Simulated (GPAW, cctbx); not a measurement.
# TiGeW: what bonding does to one electron reflection, worked out

TiGeW, Cmcm (no. 63), a = 3.3748 Å, b = 12.7378 Å, c = 4.3963 Å, α = 90.00°, β = 90.00°, γ = 90.00°.

| atom | mult. | x | y | z |
| --- | --- | --- | --- | --- |
| W1 | 4 | 0 | 0.9363 | 3/4 |
| Ge1 | 4 | 0 | 0.6009 | 3/4 |
| Ti1 | 4 | 1/2 | 0.7644 | 3/4 |

The cell comes from substitution in a known structure type and wasn't matched to any measured phase.

A DFT run (GPAW, PBE, 450 eV, 7×5×7 k-points (along the axes of the calculation cell), Fermi–Dirac width 0.1 eV) gives the static X-ray structure factor of 020 as 154.424 e for the conventional cell; superposed free atoms give 154.826 e. **Problem.** Find the Fourier component V of the crystal potential and the two-beam extinction distance at 300 kV in both cases.

## 1. Geometry

The cell volume is Ω = 188.98 Å³ and d(020) = 6.3689 Å, so g = 1/d = 0.1570 Å⁻¹.

## 2. The nuclei

Electrons feel nuclei as well as electrons, so the nuclear charges are summed with the same phases.

Phase sums Σ exp(2πi h·x), turned so that the total is real and positive: W +2.784, Ge +1.194, Ti -3.935. Then F_Z = 74 × (+2.784) + 32 × (+1.194) + 22 × (-3.935) = 157.66 e. The electron term has the same sign for this reflection.

## 3. Mott–Bethe

Poisson's equation, term by term, gives V = (e/4πε₀)(F_Z − F)/(πΩg²), with e/4πε₀ = 14.3996 V Å.

The prefactor is 14.3996 × 6.3689²/(π × 188.98) = 0.98380 V per electron. Free atoms: (157.66 − 154.826) × 0.98380 = 2.784 V. Crystal: (157.66 − 154.424) × 0.98380 = 3.179 V. F changes by -0.26 % and V by +14.2 %: the same 0.40 e is measured against F_Z − F = 2.8 e in place of F = 154.8 e.

## 4. Extinction distance

In the two-beam case ξ = 1/(λU) with U = 2γm₀eV/h², that is ξ = 150.41 V Å²/(γλV).

At 300 kV, λ = 0.01969 Å and γ = 1.5871. Free atoms: ξ = 1729 Å. Crystal: ξ = 1514 Å. The thickness fringes go as sin²(πt/ξ), so the two patterns slip by a quarter of a period when t|1/ξ₁ − 1/ξ₀| = 1/4, at t ≈ 304 nm. Thermal motion, absorption and many-beam coupling, left out here, change a real pattern.

## 5. Answer

V(020) is 3.18 V against 2.78 V, and ξ is 1514 against 1729 Å. Limits: static atoms, two beams.
